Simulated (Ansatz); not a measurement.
# Si(111) with CH3 on 25 % of the top atoms and H on the rest: bands and core levels

What would XPS and angle-resolved spectra of Si(111) with CH3 on 25 % of the top atoms and H on the rest look like?

Method: DFT, PBE, plane-wave PAW, default files, scalar-relativistic, in Ansatz 0.2.0.

Most raw output is cut from this account.

## (1) The structure

The cell holds 35 atoms: 10 H, 1 C and 24 Si. Its edges and angles: a = 7.679 Å, b = 7.679 Å, c = 24.694 Å, α = 90.0°, β = 90.0°, γ = 60.0°. It derives from Si. How the cell was made: terminated face; group: CH3; share of top atoms: 0.25; rest: H; oxygen in back bonds: 0; lower face: H. Regions: ad, 7 atoms (1 C and 6 H); L1, 4 atoms (4 Si); L2, 4 atoms (4 Si); L3, 4 atoms (4 Si); mid, 4 atoms (4 Si); rest, 12 atoms (8 Si and 4 H). Vacuum lies along c.

## (2) Relaxation

Levels and vacuum steps follow bond lengths, so the atoms are relaxed first. 12 atoms are held to stand for the bulk. A dipole correction cancels the field between unlike faces.

Input file input.yaml:

```yaml
crystal:
  lattice:
    - [7.6791796437, 0.0, 0.0]
    - [3.8395898218, 6.6503646517, 0.0]
    - [0.0, 0.0, 24.6937769138]
  atoms:
    - { symbol: H, position: [0.134128911, 0.0, 0.71652777] }
    - { symbol: H, position: [0.866673032, 0.133827248, 0.71652777] }
    - { symbol: H, position: [0.00050028, 0.866172752, 0.71652777] }
    - { symbol: C, position: [0.0, 0.0, 0.701949199] }
    - { symbol: H, position: [0.5, 0.0, 0.683725984] }
    - { symbol: H, position: [0.0, 0.5, 0.683725984] }
    - { symbol: H, position: [0.5, 0.5, 0.683725984] }
    - { symbol: Si, position: [0.0, 0.0, 0.628246419] }
[... 23 atom lines left out ...]
    - { symbol: H, position: [0.0, 0.0, 0.28347223] }
    - { symbol: H, position: [0.5, 0.0, 0.28347223] }
    - { symbol: H, position: [0.0, 0.5, 0.28347223] }
    - { symbol: H, position: [0.5, 0.5, 0.28347223] }
kpoints:
  mp_grid: { grid: [3, 3, 1] }
scf:
  occupations: { method: fermi_dirac, width: 0.02 }
  n_extra_bands: 25
hamiltonian:
  xc: pbe
  pseudopotentials: { kind: paw }
output:
  forces: true
  write_potential: true
  volumetric_format: []
efield:
  axis: 3
  dipole_correction: true
relax:
  f_tol: 0.03
  max_steps: 70
  constraints: [{ sites: [23, 24, 25, 26, 27, 28, 29, 30, 31, 32, 33, 34] }]
```

On the command line:

```sh
$ ansatz run input.yaml --threads 4 --pin off --max-ram 11264MiB --backend cpu --events-out ev --progress --plain --runs-dir out
```

Wall time 1.8 min (4 threads of Arm Neoverse V2, shared host); peak memory 2.2 GiB.

Relaxation path:

```csv
step,energy less that of the first step (eV),largest force component (eV/Å)
1,0.0000,2.9564
2,-0.5421,1.1357
3,-0.6498,0.6950
4,-0.6723,0.1733
5,-0.6743,0.0133
6,-0.6743,0.0119
7,-0.6748,0.0757
8,-0.6751,0.0167
9,-0.6751,0.0164
```

The atoms that moved most (Å):

```csv
atom,dx,dy,dz,length
H2,-0.372,-0.359,0.190,0.550
H1,-0.129,0.498,0.190,0.548
H3,0.491,-0.139,0.190,0.545
C4,0.000,0.000,0.166,0.166
H6,0.003,-0.002,0.151,0.151
H5,0.000,0.004,0.151,0.151
H7,-0.003,-0.002,0.151,0.151
Si8,0.000,0.000,0.084,0.084
```

This step gave:

* free energy: -15669.0727 eV
* Fermi energy: 0.2807 eV
* symmetry operations: 1
* gap on the k-mesh: 1.118 eV
* ionisation potential, upper face: 4.430 eV
* upper vacuum level less the lowest empty level (Kohn–Sham affinity): 3.312 eV
* ionisation potential, lower face: 4.681 eV

The relaxation ends 19 meV an atom lower, with a largest force component of 0.016 eV/Å on the free atoms.

## (3) Bands by layer

This is the main run. States are solved along the surface zone's path and weighed by where they lie along the normal, since photoemission sees the top layers. The cell holds 4 small cells, so the bands are unfolded.

Input file input.yaml:

```yaml
crystal:
  lattice:
    - [7.6791796437, 0.0, 0.0]
    - [3.8395898218, 6.6503646517, 0.0]
    - [0.0, 0.0, 24.6937769138]
  atoms:
    - { symbol: H, position: [0.0798980211, 0.0748804316, 0.7242202916] }
    - { symbol: H, position: [0.8452498555, 0.079877061, 0.7242250261] }
    - { symbol: H, position: [0.0749054275, 0.8452285832, 0.724222477] }
    - { symbol: C, position: [1.36674e-05, -5.131e-06, 0.7086775884] }
    - { symbol: H, position: [0.4996740168, 0.0005621899, 0.6898291237] }
    - { symbol: H, position: [0.0005682961, 0.4997567764, 0.6898291141] }
    - { symbol: H, position: [0.4997589177, 0.4996789267, 0.6898286822] }
    - { symbol: Si, position: [5.6852e-06, -2.3865e-06, 0.631654311] }
[... 23 atom lines left out ...]
    - { symbol: H, position: [0.0, 0.0, 0.28347223] }
    - { symbol: H, position: [0.5, 0.0, 0.28347223] }
    - { symbol: H, position: [0.0, 0.5, 0.28347223] }
    - { symbol: H, position: [0.5, 0.5, 0.28347223] }
kpoints:
  mp_grid: { grid: [3, 3, 1] }
scf:
  occupations: { method: fermi_dirac, width: 0.02 }
  n_extra_bands: 37
hamiltonian:
  xc: pbe
  pseudopotentials: { kind: paw }
output:
  forces: true
  write_potential: true
  volumetric_format: []
  dos:
    projected:
      site_lists:
        adsorbate: [3, 0, 1, 2, 4, 5, 6]
        layer_1: [7, 8, 9, 10]
        layer_2: [11, 12, 13, 14]
        layer_3: [15, 16, 17, 18]
        middle: [19, 20, 21, 22]
        other_layers: [23, 24, 25, 26, 27, 28, 29, 30, 31, 32, 33, 34]
    de: 0.05
    e_range: [-30, 12]
    method: { smearing: { sigma: 0.12, scheme: gaussian } }
  eigenstates:
    kpoints:
      - [0.33333333, -0.33333333, 0.0]
      - [0.25, -0.375, 0.0]
      - [0.16666667, -0.41666667, 0.0]
      - [0.08333333, -0.45833333, 0.0]
      - [0.0, 0.5, 0.0]
      - [-0.08333333, 0.45833333, 0.0]
      # [... 29 more points ...]
      - [0.25, 0.5, 0.0]
      - [0.29166667, -0.41666667, 0.0]
    e_range: [-8.0, 6.0]
    unfold:
      supercell_matrix: [[2, 0, 0], [0, 2, 0], [0, 0, 1]]
      layers:
        axis: 3
        edges: [0.121488, 0.387693, 0.393033, 0.61331, 0.61341, 0.886206]
efield:
  axis: 3
  dipole_correction: true
```

Run time: 5.4 min. Hardware: 4 threads; peak memory 4.7 GiB; 21 min of CPU time.

This step gave:

```
Fermi energy                                   : 0.2817 eV
zero of energy                                 : valence-band maximum
share of occupied states in no projected shell : 0.0114 of the occupied states in the window
```

A(k,E), total over k along the path and E. Zero: valence-band maximum.

Ten even steps from '0' (0.07 eV⁻¹) to '9' (7.09 eV⁻¹), each cell a mean:
```
323444555533333573332111101333
222356654364336764333332223322
000223556678997533322222343200
112111134555555431210111135311
443333333344344322233111221134
000000000002321122223444332110
000000000000000000122222200000
000000000000000000000111000000
000000000001211000000000000000
000000000134553210000000000000
000000013355555422211000000000
000111234443224544433222210000
122112333320001222223333332221
222345323200000122222222332222
223432132000000013211222234322
444323321111111112222222223444
333221110000000001112222222333
100001100000000000110000000001
000121122222222222112100000000
011222111000000001122210000000
222111111111111111111222222222
111111000000000000001111111111
```
Columns: k along the path (Å⁻¹) from 0 to 2.58; rows upwards: E (eV) from -7.14 to 4.90.

A(k,E), top over k along the path and E. Zero: valence-band maximum.

Ten even steps from '0' (0.01 eV⁻¹) to '9' (1.50 eV⁻¹), each cell a mean:
```
433445665533333465543221112444
333456665575446875433322223433
001123456789998643322223333100
111111124455554432211111123210
332222222343334322222111221123
000000000001221112222343321100
000000000000000000111111100000
000000000000000000000000000000
000000000001210000000000000000
000000000124543110000000000000
000000012344344322111000000000
000011133432123333332222110000
111101322210000221112333322111
222234322100000122111111222222
223332232111111113221111223322
454333322222222222233333333454
332221110000000001112222222333
000001100000000000110000000000
222333344444444444434333332222
333344432221112223343321122233
222211111111111111112222222222
111111000000000000001111111111
```
Columns: k along the path (Å⁻¹) from 0 to 2.58; rows upwards: E (eV) from -7.14 to 4.90.

A(k,E), middle over k along the path and E. Zero: valence-band maximum.

Ten even steps from '0' (0.04 eV⁻¹) to '9' (3.12 eV⁻¹), each cell a mean:
```
223544444521112462221111001332
122368763253224654334433323321
001234566778998643322223353200
122111235666666532221111136421
654444444455445432334211232256
111100000002331123223454442211
000000000000000001222233310000
000000000000000000001111000000
000000000001221000000000000000
000000000245554221000000000000
000000123467776432221100000000
000122245665336664443322210000
222212443420001333334444443322
333356433200000132223333433334
223442232100000013222233344322
333333322111111122221111123333
433221210000000001211111112344
110002100000000000120000000011
000121111111111111112000000000
001211000000000000011210000000
332111111111111111111223333333
211121000000000000012111111112
```
Columns: k along the path (Å⁻¹) from 0 to 2.58; rows upwards: E (eV) from -7.14 to 4.90.

A(k,E), bottom over k along the path and E. Zero: valence-band maximum.

Values in eV⁻¹, 12 rows by 16 columns, each cell a mean:
```
0.71 0.71 1.07 1.18 1.07 1.18 0.70 0.88 1.52 0.92 0.69 0.50 0.38 0.29 0.79 0.75
0.15 0.30 0.45 0.77 1.11 1.28 1.71 1.56 0.82 0.50 0.37 0.41 0.49 0.66 0.55 0.15
0.48 0.38 0.36 0.37 0.44 0.67 0.74 0.74 0.63 0.54 0.54 0.46 0.39 0.57 0.36 0.48
0.04 0.04 0.04 0.04 0.05 0.07 0.18 0.12 0.09 0.23 0.36 0.50 0.59 0.28 0.09 0.04
0.02 0.02 0.02 0.03 0.05 0.13 0.41 0.28 0.10 0.06 0.06 0.07 0.06 0.03 0.02 0.02
0.02 0.03 0.05 0.13 0.42 0.93 1.15 1.12 0.70 0.38 0.23 0.13 0.09 0.05 0.03 0.02
0.13 0.20 0.26 0.58 0.76 0.69 0.27 0.42 0.74 0.65 0.67 0.69 0.68 0.45 0.21 0.13
0.46 0.49 0.82 0.64 0.60 0.15 0.07 0.08 0.34 0.52 0.35 0.38 0.40 0.62 0.55 0.46
1.06 1.03 0.74 0.63 0.31 0.25 0.25 0.25 0.26 0.47 0.61 0.54 0.57 0.64 0.95 1.06
0.27 0.21 0.19 0.18 0.12 0.11 0.09 0.10 0.12 0.16 0.24 0.24 0.21 0.19 0.20 0.27
0.08 0.20 0.34 0.32 0.29 0.27 0.28 0.28 0.27 0.31 0.34 0.24 0.08 0.07 0.07 0.07
0.38 0.34 0.31 0.25 0.24 0.25 0.25 0.25 0.24 0.24 0.28 0.40 0.42 0.41 0.40 0.38
```
Columns: k along the path (Å⁻¹) from 0 to 2.58; rows upwards: E (eV) from -7.14 to 4.90.

Peaks of A(k,E) at the labelled points: for each region the eleven nearest the zero at most, each over 6 % of that point's highest, less those above the energy where the solved bands run out; weight and spread sum the levels within three half widths or 0.3 eV, so near peaks share levels. Peaks of the spectral function, the first 40 of 119 rows:

```csv
point,weight on,E (eV),A (1/eV),weight near the peak,rms spread of levels (eV)
K,total,-6.58,4.15,2,0.032
K,total,-5.58,1.222,0.612,0.084
K,total,-4.38,2.59,1.003,0.031
K,total,-3.88,4.89,2.945,0.15
K,total,-3.02,2.469,1.127,0.152
K,total,-2.26,4.337,2.033,0.061
K,total,2.54,4.966,2.965,0.1
K,total,4.54,3.921,2.671,0.171
K,top,-6.62,0.65,0.306,0.049
K,top,-5.6,0.968,0.552,0.084
K,top,-4.36,0.351,0.133,0.184
K,top,-3.86,1.095,0.714,0.156
K,top,-3.04,0.563,0.296,0.208
K,top,-2.26,0.691,0.349,0.128
K,top,2.56,0.872,0.504,0.098
K,top,4.54,1.026,0.749,0.18
K,middle,-6.6,2.499,1.21,0.029
K,middle,-5.52,0.2,0.057,0.08
K,middle,-4.38,1.655,0.714,0.03
K,middle,-3.88,1.76,0.99,0.165
K,middle,-3.02,1.208,0.522,0.118
K,middle,-2.26,2.808,1.309,0.034
K,middle,2.54,2.926,1.807,0.103
K,middle,4.54,1.495,0.991,0.166
K,bottom,-6.56,0.996,0.465,0.006
K,bottom,-4.34,0.571,0.939,0.181
K,bottom,-3.9,1.977,1.219,0.139
K,bottom,-3.04,0.678,0.299,0.137
K,bottom,-2.26,0.812,0.363,0.025
K,bottom,2.54,1.092,0.611,0.09
K,bottom,4.56,1.34,0.887,0.166
Γ,total,-3.36,1.888,1.037,0.122
Γ,total,-1.18,3.052,2.976,0.164
Γ,total,-0.84,5.238,4.968,0.287
Γ,total,-0.44,5.306,5.984,0.347
Γ,total,0,4.912,3.987,0.22
Γ,total,1.86,2.811,2.038,0.174
Γ,total,2.18,3.066,3.009,0.292
Γ,total,2.56,3.099,2.012,0.189
Γ,total,3.12,5.692,2.565,0.145
```

The DOS has structure finer than the step of the table below, so its rows give means over 0.5 eV, whole bins alone (the curve runs from -14.8 to 4.63 eV). Peaks (eV: height): total -6.57: 27.3, -1.67: 27.3, 3.53: 27.8, 4.23: 45.6; Si 3p -2.87: 19.5, -2.27: 24.4, -1.67: 24.7, 4.23: 23.1; Si 3s -10.57: 8.37, -9.47: 8.72, -8.97: 11.7, -6.57: 11.2; H 1s -12.87: 2.67, -6.47: 2.12, -5.47: 5.50, -3.97: 3.59; C 2p -5.47: 7.03, -3.47: 1.08.

DOS against E, zero at the valence-band maximum; means over each step; values in states/eV/cell:

```csv
E (eV),total,Si 3p,Si 3s,H 1s,C 2p,C 2s
-14.0,0,0,0,0,0,0
-13.5,0.00271,1.6e-4,2.4e-4,9.0e-4,0,0.00137
-13.0,3.74,0.222,0.323,1.24,9.4e-5,1.89
-12.5,0.262,0.0156,0.0226,0.0870,0,0.133
-12.0,0.00867,4.6e-4,0.00786,2.2e-4,1.3e-5,5.3e-5
-11.5,1.41,0.171,1.19,0.0324,0.00195,0.00621
-11.0,2.44,0.389,1.95,0.0716,0.00451,0.0108
-10.5,6.91,1.58,5.02,0.224,0.0147,0.0206
-10.0,5.71,1.40,3.96,0.275,0.0182,0.0142
-9.5,10.1,2.70,7.00,0.314,0.0273,0.0160
-9.0,11.3,3.10,7.44,0.632,0.0620,0.0190
-8.5,5.32,1.59,3.36,0.305,0.0273,0.00513
-8.0,5.42,1.54,3.18,0.571,0.0793,0.0103
-7.5,5.27,1.85,2.80,0.509,0.0620,0.00327
-7.0,3.16,1.24,1.55,0.296,0.0462,0.00150
-6.5,16.5,7.97,6.63,1.38,0.287,0.00463
-6.0,7.89,3.61,2.90,0.775,0.511,3.6e-4
-5.5,12.8,2.91,2.13,3.55,4.04,6.9e-4
-5.0,3.89,1.89,1.10,0.620,0.224,2.8e-4
-4.5,3.29,2.10,0.676,0.421,0.0489,3.6e-4
-4.0,16.4,12.3,0.791,2.73,0.305,0.00352
-3.5,16.3,11.8,1.57,2.07,0.693,0.0101
-3.0,16.5,14.5,0.540,1.02,0.299,0.00974
-2.5,17.0,15.0,0.768,0.806,0.224,0.00931
-2.0,16.7,15.5,0.610,0.356,0.0955,0.00566
-1.5,16.6,15.1,0.502,0.651,0.115,0.0103
-1.0,10.3,9.50,0.117,0.440,0.0668,0.00650
-0.5,3.58,3.49,3.7e-4,0.00597,8.5e-4,0
0.0,1.11,1.07,1.6e-4,0.00171,1.5e-4,0
0.5,0.00637,0.00601,9.1e-5,1.1e-5,0,0
1.0,2.33,1.30,0.649,0.0368,0.00318,0.00303
1.5,3.57,1.95,0.973,0.0868,0.0100,0.00856
2.0,13.8,7.53,3.63,0.479,0.0439,0.0384
2.5,15.5,8.57,3.59,0.618,0.0515,0.0624
3.0,17.6,9.72,3.49,0.716,0.0553,0.0731
3.5,23.7,14.5,2.65,1.54,0.0739,0.128
4.0,22.9,11.4,2.48,1.17,0.0550,0.111
```

This run's widths, added to any smearing of the DOS itself: Gaussian 0.45 eV, Lorentzian 0.1 eV plus 0.03 an eV of depth. Table of intensity by binding energy, zero at the valence-band maximum; values in % of the maximum within 13 eV:

```csv
binding energy (eV),21.2 eV,40.8 eV,100 eV,1486.7 eV,9251.7 eV
-1,0.363,0.438,1.17,0.855,0.484
0,1.67,2.52,9.63,5.62,1.66
1,12.0,15.4,52.7,29.7,8.67
2,18.9,26.0,91.6,57.0,21.1
3,29.7,33.8,89.9,53.2,21.6
4,36.5,33.7,74.2,46.7,23.4
5,32.7,32.5,40.9,29.0,23.7
6,41.6,43.5,62.7,60.4,53.9
7,12.4,14.3,35.6,54.0,50.4
8,9.19,11.3,30.4,55.1,54.0
9,10.2,15.3,48.6,98.5,98.4
10,6.59,10.7,35.2,74.0,74.5
11,2.66,5.55,18.2,39.6,40.4
12,-,3.53,8.61,8.92,8.15
13,-,21.6,46.5,17.3,9.52
14,-,1.94,4.30,2.40,1.76
```

Maxima picked by a test of local sharpness, so broad peaks and shoulders can be missing; peaks within 0.45 eV of a curve's cut are left out. Valence peaks, by row:

```csv
photon energy (eV),binding energy (eV),height (% of the maximum within 13 eV),main shell,its share (%)
21.2,8.993,10.27,H 1s,40.31
21.2,8.193,9.736,H 1s,46.63
21.2,5.493,100,C 2p,64.28
21.2,3.693,43.89,H 1s,51.31
21.2,1.693,20.3,Si 3p,55.16
40.8,12.89,22.7,C 2s,70.66
40.8,8.993,15.34,Si 3s,54.65
40.8,5.493,100,C 2p,73.96
40.8,3.593,43.18,C 2p,36.36
40.8,1.743,27.22,Si 3p,73.15
100,12.89,48.97,C 2s,85.65
100,9.043,49,Si 3s,65.84
100,6.493,64.59,Si 3p,46.22
100,5.543,100,C 2p,56.71
100,3.543,91.32,Si 3p,72.66
100,2.843,92.44,Si 3p,83.85
100,2.293,92.89,Si 3p,89.5
100,1.743,95.27,Si 3p,91.43
1487,12.89,18.23,C 2s,67.47
1487,9.093,100,Si 3s,92.21
1487,7.293,52.45,Si 3s,87.28
1487,6.543,90.25,Si 3s,81.19
1487,3.543,56.45,Si 3p,61.76
1487,2.293,58.58,Si 3p,79.41
1487,1.743,58.29,Si 3p,82.7
9252,12.89,10.09,Si 3s,51.46
9252,9.093,100,Si 3s,98.28
9252,7.293,49.95,Si 3s,97.11
9252,6.543,82.16,Si 3s,95.55
9252,3.543,30.03,Si 3s,74.7
9252,2.343,22.71,Si 3s,55.97
```

From the valence-band maximum. The planar mean, electrostatic potential by z:

```csv
z (Å),"planar mean, electrostatic potential (eV)"
0,4.55
1,4.65
2,4.68
3,4.68
4,4.68
5,4.67
6,4.54
7,2.10
8,-4.02
9,-11.0
10,0.0259
11,-1.90
12,-11.2
13,-2.04
14,0.135
15,-11.0
16,-4.15
17,1.77
18,2.29
19,4.36
20,4.43
21,4.43
22,4.43
23,4.43
24,4.47
```

The intensity has structure finer than the step of the table below, so its rows give means over 0.5 eV, whole bins alone (the curve runs from -14.8 to 1.43 eV). Peaks (eV: height): C K -5.47: 97.6, -3.47: 19.8; C K, E along x -5.47: 139; C K, E along y -5.47: 139; C K, E along z -5.27: 18.0, -3.47: 52.5; Si K-beta -2.27: 99.9.

Shapes are the site's partial DOS without matrix elements, which overweights lines from ligand s bands. The intensity by emission energy less the core level's binding energy, zero at the valence-band maximum; means over each step; 7 of 9 lines; values in % of the unpolarised maximum:

```csv
emission energy less the core level's binding energy (eV),C K,"C K, E along x","C K, E along y","C K, E along z",Si K-beta,"Si K-beta, E along x","Si K-beta, E along y"
-14.5,0.0530,0.0535,0.0535,0.0520,0.595,0.575,0.575
-14.0,0.0603,0.0602,0.0602,0.0605,0.733,0.684,0.684
-13.5,0.0696,0.0682,0.0682,0.0723,1.00,0.860,0.860
-13.0,0.0823,0.0780,0.0780,0.0909,1.46,1.13,1.13
-12.5,0.0980,0.0901,0.0901,0.114,1.58,1.38,1.38
-12.0,0.126,0.106,0.106,0.166,1.94,1.90,1.90
-11.5,0.199,0.129,0.129,0.341,3.21,3.27,3.27
-11.0,0.326,0.165,0.165,0.649,5.54,5.76,5.76
-10.5,0.525,0.225,0.225,1.12,8.79,9.38,9.38
-10.0,0.759,0.303,0.303,1.67,11.7,12.4,12.4
-9.5,1.06,0.402,0.402,2.38,15.2,16.6,16.6
-9.0,1.62,0.548,0.548,3.76,16.2,18.0,18.0
-8.5,1.71,0.632,0.632,3.86,14.7,16.4,16.4
-8.0,2.34,0.842,0.842,5.32,13.5,15.1,15.1
-7.5,2.63,1.46,1.46,4.98,15.0,16.0,16.0
-7.0,3.95,3.49,3.49,4.87,21.5,20.6,20.6
-6.5,9.54,9.37,9.37,9.88,32.0,28.7,28.7
-6.0,26.8,36.0,36.1,8.23,27.9,26.7,26.7
-5.5,79.4,112,112,13.5,24.8,21.7,21.7
-5.0,20.3,24.7,24.7,11.6,23.0,20.5,20.5
-4.5,5.64,4.72,4.72,7.48,33.7,31.0,31.0
-4.0,9.97,3.98,3.98,21.9,63.8,56.3,56.3
-3.5,17.2,3.30,3.30,44.9,77.1,72.3,72.3
-3.0,10.4,2.59,2.59,26.0,88.2,84.6,84.6
-2.5,6.94,1.51,1.51,17.8,96.0,97.6,97.6
-2.0,3.60,1.37,1.37,8.06,99.1,103,103
-1.5,3.57,0.908,0.908,8.88,88.4,87.1,87.1
-1.0,2.08,0.427,0.427,5.38,59.4,65.1,65.1
-0.5,0.358,0.233,0.233,0.607,32.3,40.9,40.9
0.0,0.213,0.161,0.161,0.317,16.4,21.1,21.1
0.5,0.156,0.125,0.125,0.218,6.94,8.24,8.24
1.0,0.124,0.105,0.105,0.164,3.92,4.37,4.37
```

Sums over each group's atoms; left-over states aren't shared out by site. Site centres, by row:

```csv
group,element,shell,occupied states,centre of occupied part (eV),centre up to the window's top (eV)
adsorbate,C,2s,1.097,-12.47,-9.528
adsorbate,C,2p,3.627,-5.085,-4.675
adsorbate,H,1s,5.526,-5.992,-3.963
layer 1,Si,3s,4.577,-8.109,-5.19
layer 1,Si,3p,10.68,-3.79,-1.308
layer 2,Si,3s,4.724,-7.87,-4.89
layer 2,Si,3p,11.24,-3.594,-1.241
layer 3,Si,3s,4.732,-7.86,-4.885
layer 3,Si,3p,11.13,-3.672,-1.255
middle,Si,3s,4.731,-7.863,-4.868
middle,Si,3p,11.13,-3.671,-1.258
other layers,Si,3s,9.303,-7.998,-5.035
other layers,Si,3p,22.05,-3.636,-1.244
other layers,H,1s,4.167,-5.083,-3.031
```

(Part 1 of 2 ends here.)

[Logs are printed without paths, hosts, clocks, repeated set-up lines and the standing remarks that a program may print on its own settings, such as how far it seeks lower states.]

[Hosts, paths, dates, database ids (printed as entryN), source tags and the programs' standing remarks are cut or masked in the printed files.]

[Maps of the electrostatic potential energy from Ansatz leave out the sawtooth potential of an applied field or a dipole correction, so their vacuum need not be flat; work functions include it.]
